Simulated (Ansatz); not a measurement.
# La on Al(100): change of the work function, part 2 of 3

Wanted: Δφ(θ) for La/Al(100), starting from the hollow site.

Ansatz 0.2.0; plane-wave DFT, PBE, Ansatz PAW.

So far, work function, upper face (eV): step 2 (the clean slab) 4.29.

### 3. The covered slab, k-mesh 4×4×1, coverage 0.111 ML

System of this step: La/Al(100). The cell holds 37 atoms: 36 Al and 1 La. Its edges and angles: a = 8.591 Å, b = 8.591 Å, c = 26.790 Å, α = 90.0°, β = 90.0°, γ = 90.0°. Vacuum lies along c.

The clean slab as it ended is repeated in the plane and the adsorbate is set on one face; the cell's size fixes the coverage, and the k-mesh shrinks with it to keep the sampling density about even. Adsorbate and upper layers relax, since the dipole depends on the height.

File input.yaml:

```yaml
crystal:
  lattice:
    - [8.5913473914, 0.0, 0.0]
    - [0.0, 8.5913473914, 0.0]
    - [0.0, 0.0, 26.7901389508]
  atoms:
    - { symbol: Al, position: [0.1666666667, 0.1666666667, 0.3359445062] }
    - { symbol: Al, position: [0.0, 0.0, 0.41153202] }
    - { symbol: Al, position: [0.1666666667, 0.1666666667, 0.4865347028] }
    - { symbol: Al, position: [0.0, 0.0, 0.5631135464] }
    - { symbol: Al, position: [0.1666666667, 0.5, 0.3359445062] }
    - { symbol: Al, position: [0.0, 0.3333333333, 0.41153202] }
    - { symbol: Al, position: [0.1666666667, 0.5, 0.4865347028] }
    - { symbol: Al, position: [0.0, 0.3333333333, 0.5631135464] }
    - { symbol: Al, position: [0.1666666667, 0.8333333333, 0.3359445062] }
    - { symbol: Al, position: [0.0, 0.6666666667, 0.41153202] }
    - { symbol: Al, position: [0.1666666667, 0.8333333333, 0.4865347028] }
    - { symbol: Al, position: [0.0, 0.6666666667, 0.5631135464] }
    - { symbol: Al, position: [0.5, 0.1666666667, 0.3359445062] }
    - { symbol: Al, position: [0.3333333333, 0.0, 0.41153202] }
    - { symbol: Al, position: [0.5, 0.1666666667, 0.4865347028] }
    - { symbol: Al, position: [0.3333333333, 0.0, 0.5631135464] }
    - { symbol: Al, position: [0.5, 0.5, 0.3359445062] }
    - { symbol: Al, position: [0.3333333333, 0.3333333333, 0.41153202] }
    - { symbol: Al, position: [0.5, 0.5, 0.4865347028] }
    - { symbol: Al, position: [0.3333333333, 0.3333333333, 0.5631135464] }
    - { symbol: Al, position: [0.5, 0.8333333333, 0.3359445062] }
    - { symbol: Al, position: [0.3333333333, 0.6666666667, 0.41153202] }
    - { symbol: Al, position: [0.5, 0.8333333333, 0.4865347028] }
    - { symbol: Al, position: [0.3333333333, 0.6666666667, 0.5631135464] }
    - { symbol: Al, position: [0.8333333333, 0.1666666667, 0.3359445062] }
    - { symbol: Al, position: [0.6666666667, 0.0, 0.41153202] }
    - { symbol: Al, position: [0.8333333333, 0.1666666667, 0.4865347028] }
    - { symbol: Al, position: [0.6666666667, 0.0, 0.5631135464] }
    - { symbol: Al, position: [0.8333333333, 0.5, 0.3359445062] }
    - { symbol: Al, position: [0.6666666667, 0.3333333333, 0.41153202] }
    - { symbol: Al, position: [0.8333333333, 0.5, 0.4865347028] }
    - { symbol: Al, position: [0.6666666667, 0.3333333333, 0.5631135464] }
    - { symbol: Al, position: [0.8333333333, 0.8333333333, 0.3359445062] }
    - { symbol: Al, position: [0.6666666667, 0.6666666667, 0.41153202] }
    - { symbol: Al, position: [0.8333333333, 0.8333333333, 0.4865347028] }
    - { symbol: Al, position: [0.6666666667, 0.6666666667, 0.5631135464] }
    - { symbol: La, position: [0.1666666667, 0.1666666667, 0.6640554938] }
kpoints:
  mp_grid: { grid: [4, 4, 1] }
hamiltonian:
  xc: pbe
scf:
  occupations: { method: fermi_dirac, width: 0.1 }
  convergence: { dr2_threshold: 1.0e-08 }
efield:
  axis: 3
  dipole_correction: true
  ramp_position: 0.97
  ramp_width: 0.06
relax:
  f_tol: 0.02
  max_steps: 60
  constraints:
    - { sites: [0, 1, 4, 5, 8, 9, 12, 13, 16, 17, 20, 21, 24, 25, 28, 29, 32, 33] }
output:
  write_potential: true
  write_density: true
  volumetric_format: npy
```

Command:

```sh
> ansatz run input.yaml --threads 2 --pin off --max-ram 4096MiB --backend cpu --events-out ev --progress --plain --runs-dir out
```

Numbers of over 12 decimals in the logs are rounded to 6 here.

What it wrote:

```text
[...]
Crystal: 37 atoms, lattice volume = 1977.414 Å³
Basis set: ecut = 420 eV, 38657 PW (Γ), exchange–correlation on 120×120×360 points (8 copies of the dense FFT grid, shifted against one another)
Bands: 97, of which v1, the nominal top of the filled ones, is band 60 counted from 1 (59 counted from 0)
Symmetry: 8 space group operations
[...]
k-points: 6 of 16
[...]
SCF iter   1: F=—  HF=-25591.151261 eV  |F-HF|=—  |Δ(HF+E_count)|=         —  Δρ=1.73e-3  dr2=6.91e-1  ethr=1.77e-3  p=0.712 e·Å  D=6.52e-2 V/Å  ΔV_dip=-1.75 eV  dr2_dipole=2.22e-1  V_vac-E_F(+/−)=2.40/4.15 eV  ⟨swp⟩=16.7  Hψ=4168  notcnv=0  defer=1
[...]
SCF iter  12: F=-25591.138028 eV  HF=-25591.138028 eV  |F-HF|=4.83e-9  |Δ(HF+E_count)|=   1.17e-8  Δρ=3.63e-7  dr2=6.52e-9  ethr=8.40e-12  p=0.844 e·Å  D=7.72e-2 V/Å  ΔV_dip=-2.07 eV  dr2_dipole=3.42e-11  V_vac-E_F(+/−)=2.25/4.32 eV  ⟨swp⟩=11.7  Hψ=3928  notcnv=0
SCF 1 converged in 12 iterations: F = -25591.138028 eV  dr2 = 6.52e-9
[...]
relax step   1: F+E_penalty+E_count = -25591.13802790 eV  Δ(F+E_penalty+E_count) = +0.000e0 eV  max|allowed force component| = 2.042e0 eV/Å  Δτ_max = 0.0000 Å  (12 SCF iters, accepted)
[...]
SCF iter   1: F=—  HF=-25591.538021 eV  |F-HF|=—  |Δ(HF+E_count)|=         —  Δρ=1.90e-3  dr2=4.61e-1  ethr=3.15e-4  p=0.844 e·Å  D=7.72e-2 V/Å  ΔV_dip=-2.07 eV  dr2_dipole=8.87e-2  V_vac-E_F(+/−)=2.27/4.34 eV  ⟨swp⟩=1.5  Hψ=1942  notcnv=0
[...]
eigensolver tolerance schedule calibrated: the retry pair's looser diagonalisation under-reported the residual by θ = 0.19 (0.19/decade); ethr = c·dr2/N_el runs at the constant in force after the calibration composes with the one it found (an armed cap, an earlier calibration), c = 2.9e-2
[...]
SCF iter   2: F=—  HF=-25591.504720 eV  |F-HF|=—  |Δ(HF+E_count)|=   3.33e-2  Δρ=1.36e-3  dr2=5.00e-2  ethr=1.10e-4  p=0.850 e·Å  D=7.78e-2 V/Å  ΔV_dip=-2.08 eV  dr2_dipole=3.24e-3  V_vac-E_F(+/−)=2.24/4.33 eV  ⟨swp⟩=3.0  Hψ=1160  notcnv=0
[...]
SCF iter  10: F=-25591.503999 eV  HF=-25591.503999 eV  |F-HF|=3.97e-9  |Δ(HF+E_count)|=   3.30e-8  Δρ=1.89e-7  dr2=1.08e-9  ethr=2.40e-12  p=0.851 e·Å  D=7.79e-2 V/Å  ΔV_dip=-2.09 eV  dr2_dipole=5.00e-12  V_vac-E_F(+/−)=2.23/4.32 eV  ⟨swp⟩=11.7  Hψ=4189  notcnv=0
SCF 2 converged in 10 iterations: F = -25591.503999 eV  dr2 = 1.08e-9
[...]
relax step   2: F+E_penalty+E_count = -25591.50399896 eV  Δ(F+E_penalty+E_count) = -3.660e-1 eV  max|allowed force component| = 1.349e0 eV/Å  Δτ_max = 0.1948 Å  (10 SCF iters, accepted)
[...]
SCF iter   9: F=-25591.613520 eV  HF=-25591.613520 eV  |F-HF|=1.58e-8  |Δ(HF+E_count)|=   6.30e-8  Δρ=3.36e-7  dr2=7.20e-9  ethr=8.40e-12  p=0.828 e·Å  D=7.57e-2 V/Å  ΔV_dip=-2.03 eV  dr2_dipole=7.73e-11  V_vac-E_F(+/−)=2.29/4.32 eV  ⟨swp⟩=12.2  Hψ=4103  notcnv=0
SCF 3 converged in 9 iterations: F = -25591.613520 eV  dr2 = 7.20e-9
relax step   3: F+E_penalty+E_count = -25591.61351975 eV  Δ(F+E_penalty+E_count) = -1.095e-1 eV  max|allowed force component| = 9.687e-1 eV/Å  Δτ_max = 0.1393 Å  (9 SCF iters, accepted)
[...]
relax step   4: F+E_penalty+E_count = -25591.66186449 eV  Δ(F+E_penalty+E_count) = -4.834e-2 eV  max|allowed force component| = 6.183e-1 eV/Å  Δτ_max = 0.1946 Å  (9 SCF iters, accepted)
[...]
relax step   5: F+E_penalty+E_count = -25591.69278664 eV  Δ(F+E_penalty+E_count) = -3.092e-2 eV  max|allowed force component| = 1.003e-1 eV/Å  Δτ_max = 0.0410 Å  (8 SCF iters, accepted)
SCF iter   1: F=—  HF=-25591.692474 eV  |F-HF|=—  |Δ(HF+E_count)|=         —  Δρ=1.68e-4  dr2=5.23e-3  ethr=1.12e-4  p=0.790 e·Å  D=7.23e-2 V/Å  ΔV_dip=-1.94 eV  dr2_dipole=1.36e-3  V_vac-E_F(+/−)=2.38/4.32 eV  ⟨swp⟩=2.0  Hψ=835  notcnv=0
[...]
SCF iter   7: F=-25591.693628 eV  HF=-25591.693628 eV  |F-HF|=3.43e-9  |Δ(HF+E_count)|=   3.16e-8  Δρ=1.69e-7  dr2=1.80e-9  ethr=8.40e-12  p=0.786 e·Å  D=7.19e-2 V/Å  ΔV_dip=-1.93 eV  dr2_dipole=7.52e-11  V_vac-E_F(+/−)=2.39/4.32 eV  ⟨swp⟩=10.5  Hψ=3788  notcnv=0
SCF 6 converged in 7 iterations: F = -25591.693628 eV  dr2 = 1.80e-9
relax step   6: F+E_penalty+E_count = -25591.69362758 eV  Δ(F+E_penalty+E_count) = -8.409e-4 eV  max|allowed force component| = 2.467e-3 eV/Å  Δτ_max = 0.0126 Å  (7 SCF iters, accepted)
NSCF: frozen V_eff on 6 k-points
the band table was solved once a step of the walk had ended and its energy, with any forces and stress, was formed, with the checks that follow a solve (3404 applications of the Hamiltonian). They found nothing against the state; the energy, forces and stress were not computed again (output.eigenvalues in the input reference)
[...]
SCF converged after 7 iterations
Free energy (F): -25591.693628 eV
[...]
Internal energy: -25591.074782 eV  (E = F + TS)
E sigma→0 (E₀):  -25591.384205 eV
Entropy (-TS):   -0.618845 eV (-16.726 meV/atom)
Fermi energy:    0.344827 eV
Dipole field:    D = 0.071889 V/Å  (p = 0.785597 e·Å, saw-weighted, corrected)
Work function:   Φ+ = 2.3922 eV   Φ− = 4.3181 eV
[...]
--- Forces (eV/Å), atoms counted from 1 ---
  atom   1  Al    -0.00000000     0.00000000    -0.07103182
  atom   2  Al    -0.03643662    -0.03643662     0.09699342
  atom   3  Al     0.00000000     0.00000000     0.00043657
  atom   4  Al    -0.00173999    -0.00173999     0.00103784
  atom   5  Al    -0.00000000     0.02457372    -0.07123003
  atom   6  Al    -0.03643662     0.03643662     0.09699342
  atom   7  Al     0.00000000     0.00192048    -0.00246677
  atom   8  Al    -0.00173999     0.00173999     0.00103784
  atom   9  Al    -0.00000000    -0.02457372    -0.07123003
  atom  10  Al    -0.01614718     0.00000000     0.08013680
  atom  11  Al    -0.00000000    -0.00192048    -0.00246677
  atom  12  Al    -0.00055196     0.00000000     0.00085906
  atom  13  Al     0.02457372     0.00000000    -0.07123003
  atom  14  Al     0.03643662    -0.03643662     0.09699342
  atom  15  Al     0.00192048     0.00000000    -0.00246677
  atom  16  Al     0.00173999    -0.00173999     0.00103784
  atom  17  Al     0.00350983     0.00350983    -0.09098760
  atom  18  Al     0.03643662     0.03643662     0.09699342
  atom  19  Al    -0.00001260    -0.00001260    -0.00068315
  atom  20  Al     0.00173999     0.00173999     0.00103784
  atom  21  Al     0.00350983    -0.00350983    -0.09098760
  atom  22  Al     0.01614718     0.00000000     0.08013680
  atom  23  Al    -0.00001260     0.00001260    -0.00068315
  atom  24  Al     0.00055196     0.00000000     0.00085906
  atom  25  Al    -0.02457372     0.00000000    -0.07123003
  atom  26  Al     0.00000000    -0.01614718     0.08013680
  atom  27  Al    -0.00192048     0.00000000    -0.00246677
  atom  28  Al    -0.00000000    -0.00055196     0.00085906
  atom  29  Al    -0.00350983     0.00350983    -0.09098760
  atom  30  Al     0.00000000     0.01614718     0.08013680
  atom  31  Al     0.00001260    -0.00001260    -0.00068315
  atom  32  Al    -0.00000000     0.00055196     0.00085906
  atom  33  Al    -0.00350983    -0.00350983    -0.09098760
  atom  34  Al     0.00000000    -0.00000000     0.01409968
  atom  35  Al     0.00001260     0.00001260    -0.00068315
  atom  36  Al    -0.00000000     0.00000000    -0.00001917
  atom  37  La     0.00000000     0.00000000     0.00185650
  max |Σ_I F_I| component: 1.99e-5 eV/Å
--- Band table (eV; the first three rows and the last of 6) ---
  k-point 0: bands = [... 56 lower, 0.0623, 0.1301, 0.1388, 0.1388, 0.1403, 0.1686, 0.2605, 0.2605, ... 33 higher]
  k-point 1: bands = [... 56 lower, 0.0613, 0.2198, 0.3474, 0.3605, 0.6824, 0.7107, 0.7217, 0.7682, ... 33 higher]
  k-point 2: bands = [... 56 lower, 0.1132, 0.2119, 0.3656, 0.3958, 0.5421, 0.6245, 0.8947, 1.0442, ... 33 higher]
  k-point 5: bands = [... 56 lower, 0.2728, 0.4710, 0.4804, 0.6741, 0.6958, 0.7941, 0.7941, 0.8109, ... 33 higher]
--- Relaxed structure (6 steps of the walk, 6 accepted, 0 SCFs on fresh bases) ---
  F+E_penalty+E_count = -25591.69362758 eV   max|allowed force component| = 2.467e-3 eV/Å
  atoms:
    - { symbol: Al, position: [0.166667, 0.166667, 0.335945] }
    - { symbol: Al, position: [1.6666659794015235e-11, 1.6666659794015235e-11, 0.41153202] }
    - { symbol: Al, position: [0.166667, 0.166667, 0.488260] }
    - { symbol: Al, position: [-0.00493932, -0.00493932, 0.562273] }
    - { symbol: Al, position: [0.166667, 0.500000, 0.335945] }
    - { symbol: Al, position: [1.6666659794015235e-11, 0.333333, 0.41153202] }
    - { symbol: Al, position: [0.166667, 0.500489, 0.486625] }
    - { symbol: Al, position: [-0.00493932, 0.338273, 0.562273] }
    - { symbol: Al, position: [0.166667, 0.833333, 0.335945] }
    - { symbol: Al, position: [1.6666659794015235e-11, 0.666667, 0.41153202] }
    - { symbol: Al, position: [0.166667, 0.832844, 0.486625] }
    - { symbol: Al, position: [0.00068268, 0.666667, 0.563737] }
    - { symbol: Al, position: [0.500000, 0.166667, 0.335945] }
    - { symbol: Al, position: [0.333333, 1.6666659794015235e-11, 0.41153202] }
    - { symbol: Al, position: [0.500489, 0.166667, 0.486625] }
    - { symbol: Al, position: [0.338273, -0.00493932, 0.562273] }
    - { symbol: Al, position: [0.500000, 0.500000, 0.335945] }
    - { symbol: Al, position: [0.333333, 0.333333, 0.41153202] }
    - { symbol: Al, position: [0.500692, 0.500692, 0.486892] }
    - { symbol: Al, position: [0.338273, 0.338273, 0.562273] }
    - { symbol: Al, position: [0.500000, 0.833333, 0.335945] }
    - { symbol: Al, position: [0.333333, 0.666667, 0.41153202] }
    - { symbol: Al, position: [0.500692, 0.832641, 0.486892] }
    - { symbol: Al, position: [0.332651, 0.666667, 0.563737] }
    - { symbol: Al, position: [0.833333, 0.166667, 0.335945] }
    - { symbol: Al, position: [0.666667, 1.6666659794015235e-11, 0.41153202] }
    - { symbol: Al, position: [0.832844, 0.166667, 0.486625] }
    - { symbol: Al, position: [0.666667, 0.00068268, 0.563737] }
    - { symbol: Al, position: [0.833333, 0.500000, 0.335945] }
    - { symbol: Al, position: [0.666667, 0.333333, 0.41153202] }
    - { symbol: Al, position: [0.832641, 0.500692, 0.486892] }
    - { symbol: Al, position: [0.666667, 0.332651, 0.563737] }
    - { symbol: Al, position: [0.833333, 0.833333, 0.335945] }
    - { symbol: Al, position: [0.666667, 0.666667, 0.41153202] }
    - { symbol: Al, position: [0.832641, 0.832641, 0.486892] }
    - { symbol: Al, position: [0.666667, 0.666667, 0.563731] }
    - { symbol: La, position: [0.166667, 0.166667, 0.645381] }
```

It took 7.1 min on 2 threads of Arm Neoverse V1, shared host; peak memory 2.6 GiB; 13 min of CPU time.

The steps of the relaxation:

```csv
step,energy less that of the first step (eV),largest force component (eV/Å)
1,0.0000,2.0416
2,-0.3660,1.3492
3,-0.4755,0.9687
4,-0.5238,0.6183
5,-0.5548,0.1003
6,-0.5556,0.0025
```

Forces are held to the 8 operations that the run works with; a distortion that breaks them can't arise in this run.

The atoms that moved most (Å):

```csv
atom,dx,dy,dz,length
La37,0.000,0.000,-0.500,0.500
Al4,-0.042,-0.042,-0.023,0.064
Al16,0.042,-0.042,-0.023,0.064
Al8,-0.042,0.042,-0.023,0.064
Al20,0.042,0.042,-0.023,0.064
Al3,0.000,0.000,0.046,0.046
Al32,0.000,-0.006,0.017,0.018
Al24,-0.006,0.000,0.017,0.018
```

The relaxed structure:

```xyz
37
Lattice="8.5913 0.0000 0.0000 0.0000 8.5913 0.0000 0.0000 0.0000 26.7901" Properties=species:S:1:pos:R:3
Al    1.4319    1.4319    9.0000
Al    0.0000    0.0000   11.0250
Al    1.4319    1.4319   13.0806
Al   -0.0424   -0.0424   15.0634
Al    1.4319    4.2957    9.0000
Al    0.0000    2.8638   11.0250
Al    1.4319    4.2999   13.0367
Al   -0.0424    2.9062   15.0634
Al    1.4319    7.1595    9.0000
Al    0.0000    5.7276   11.0250
Al    1.4319    7.1553   13.0367
Al    0.0059    5.7276   15.1026
Al    4.2957    1.4319    9.0000
Al    2.8638    0.0000   11.0250
Al    4.2999    1.4319   13.0367
Al    2.9062   -0.0424   15.0634
Al    4.2957    4.2957    9.0000
Al    2.8638    2.8638   11.0250
Al    4.3016    4.3016   13.0439
Al    2.9062    2.9062   15.0634
Al    4.2957    7.1595    9.0000
Al    2.8638    5.7276   11.0250
Al    4.3016    7.1535   13.0439
Al    2.8579    5.7276   15.1026
Al    7.1595    1.4319    9.0000
Al    5.7276    0.0000   11.0250
Al    7.1553    1.4319   13.0367
Al    5.7276    0.0059   15.1026
Al    7.1595    4.2957    9.0000
Al    5.7276    2.8638   11.0250
Al    7.1535    4.3016   13.0439
Al    5.7276    2.8579   15.1026
Al    7.1595    7.1595    9.0000
Al    5.7276    5.7276   11.0250
Al    7.1535    7.1535   13.0439
Al    5.7276    5.7276   15.1024
La    1.4319    1.4319   17.2899
```

Numbers from this step:

```
energy at zero smearing        : -25591.3842 eV
work function, upper face      : 2.392 eV
work function, lower face      : 4.318 eV
dipole along the normal        : 0.7856 e·Å
step between the vacuum levels : -1.926 eV
```

Running mean over 2.025 Å of the planar mean; the ramp of the sawtooth is left out. Electron's electrostatic potential energy less the Fermi level against z:

z (Å), electron's electrostatic potential energy less the Fermi level (eV) and a bar from the least value:
```
      3.5       4.32 ##############################
      4.0       4.32 ##############################
      4.5       4.32 ##############################
      5.0       4.31 ##############################
      5.5       4.30 ##############################
      6.0       4.25 ##############################
      6.5       4.08 #############################
      7.0       3.53 ###########################
      7.5       1.90 ######################
      8.0      -0.49 ##############
      8.5      -2.79 ######
      9.0      -4.15 #
      9.5      -4.48 
     10.0      -4.54 
     10.5      -4.56 
     11.0      -4.55 
     11.5      -4.55 
     12.0      -4.55 
     12.5      -4.55 
     13.0      -4.53 
     13.5      -4.50 
     14.0      -4.48 
     14.5      -4.44 
     15.0      -4.24 #
     15.5      -3.33 ####
     16.0      -1.69 ##########
     16.5      -0.12 ###############
     17.0       0.86 ##################
     17.5       1.07 ###################
     18.0       1.31 ####################
     18.5       1.70 #####################
     19.0       2.10 #######################
     19.5       2.29 #######################
     20.0       2.35 #######################
     20.5       2.38 #######################
     21.0       2.39 #######################
     21.5       2.39 #######################
     22.0       2.39 #######################
     22.5       2.39 #######################
     23.0       2.39 #######################
     23.5       2.39 #######################
```

The relaxation took 6 steps and lowered the energy by 0.56 eV; the largest force on the free atoms ends at 0.0025 eV/Å.

The covered face has 2.39 eV, -1.90 eV against the clean one; the bare back face has moved by +0.02 eV, a measure of how thin the slab is.

(Part 2 of 3 ends here.)

[Logs are printed without paths, hosts, clocks, repeated set-up lines and the standing remarks that a program may print on its own settings, such as how far it seeks lower states.]

[Hosts, paths, dates, database ids (printed as entryN), source tags and the programs' standing remarks are cut or masked in the printed files.]

[Maps of the electrostatic potential energy from Ansatz leave out the sawtooth potential of an applied field or a dipole correction, so their vacuum need not be flat; planar profiles and work functions include it.]
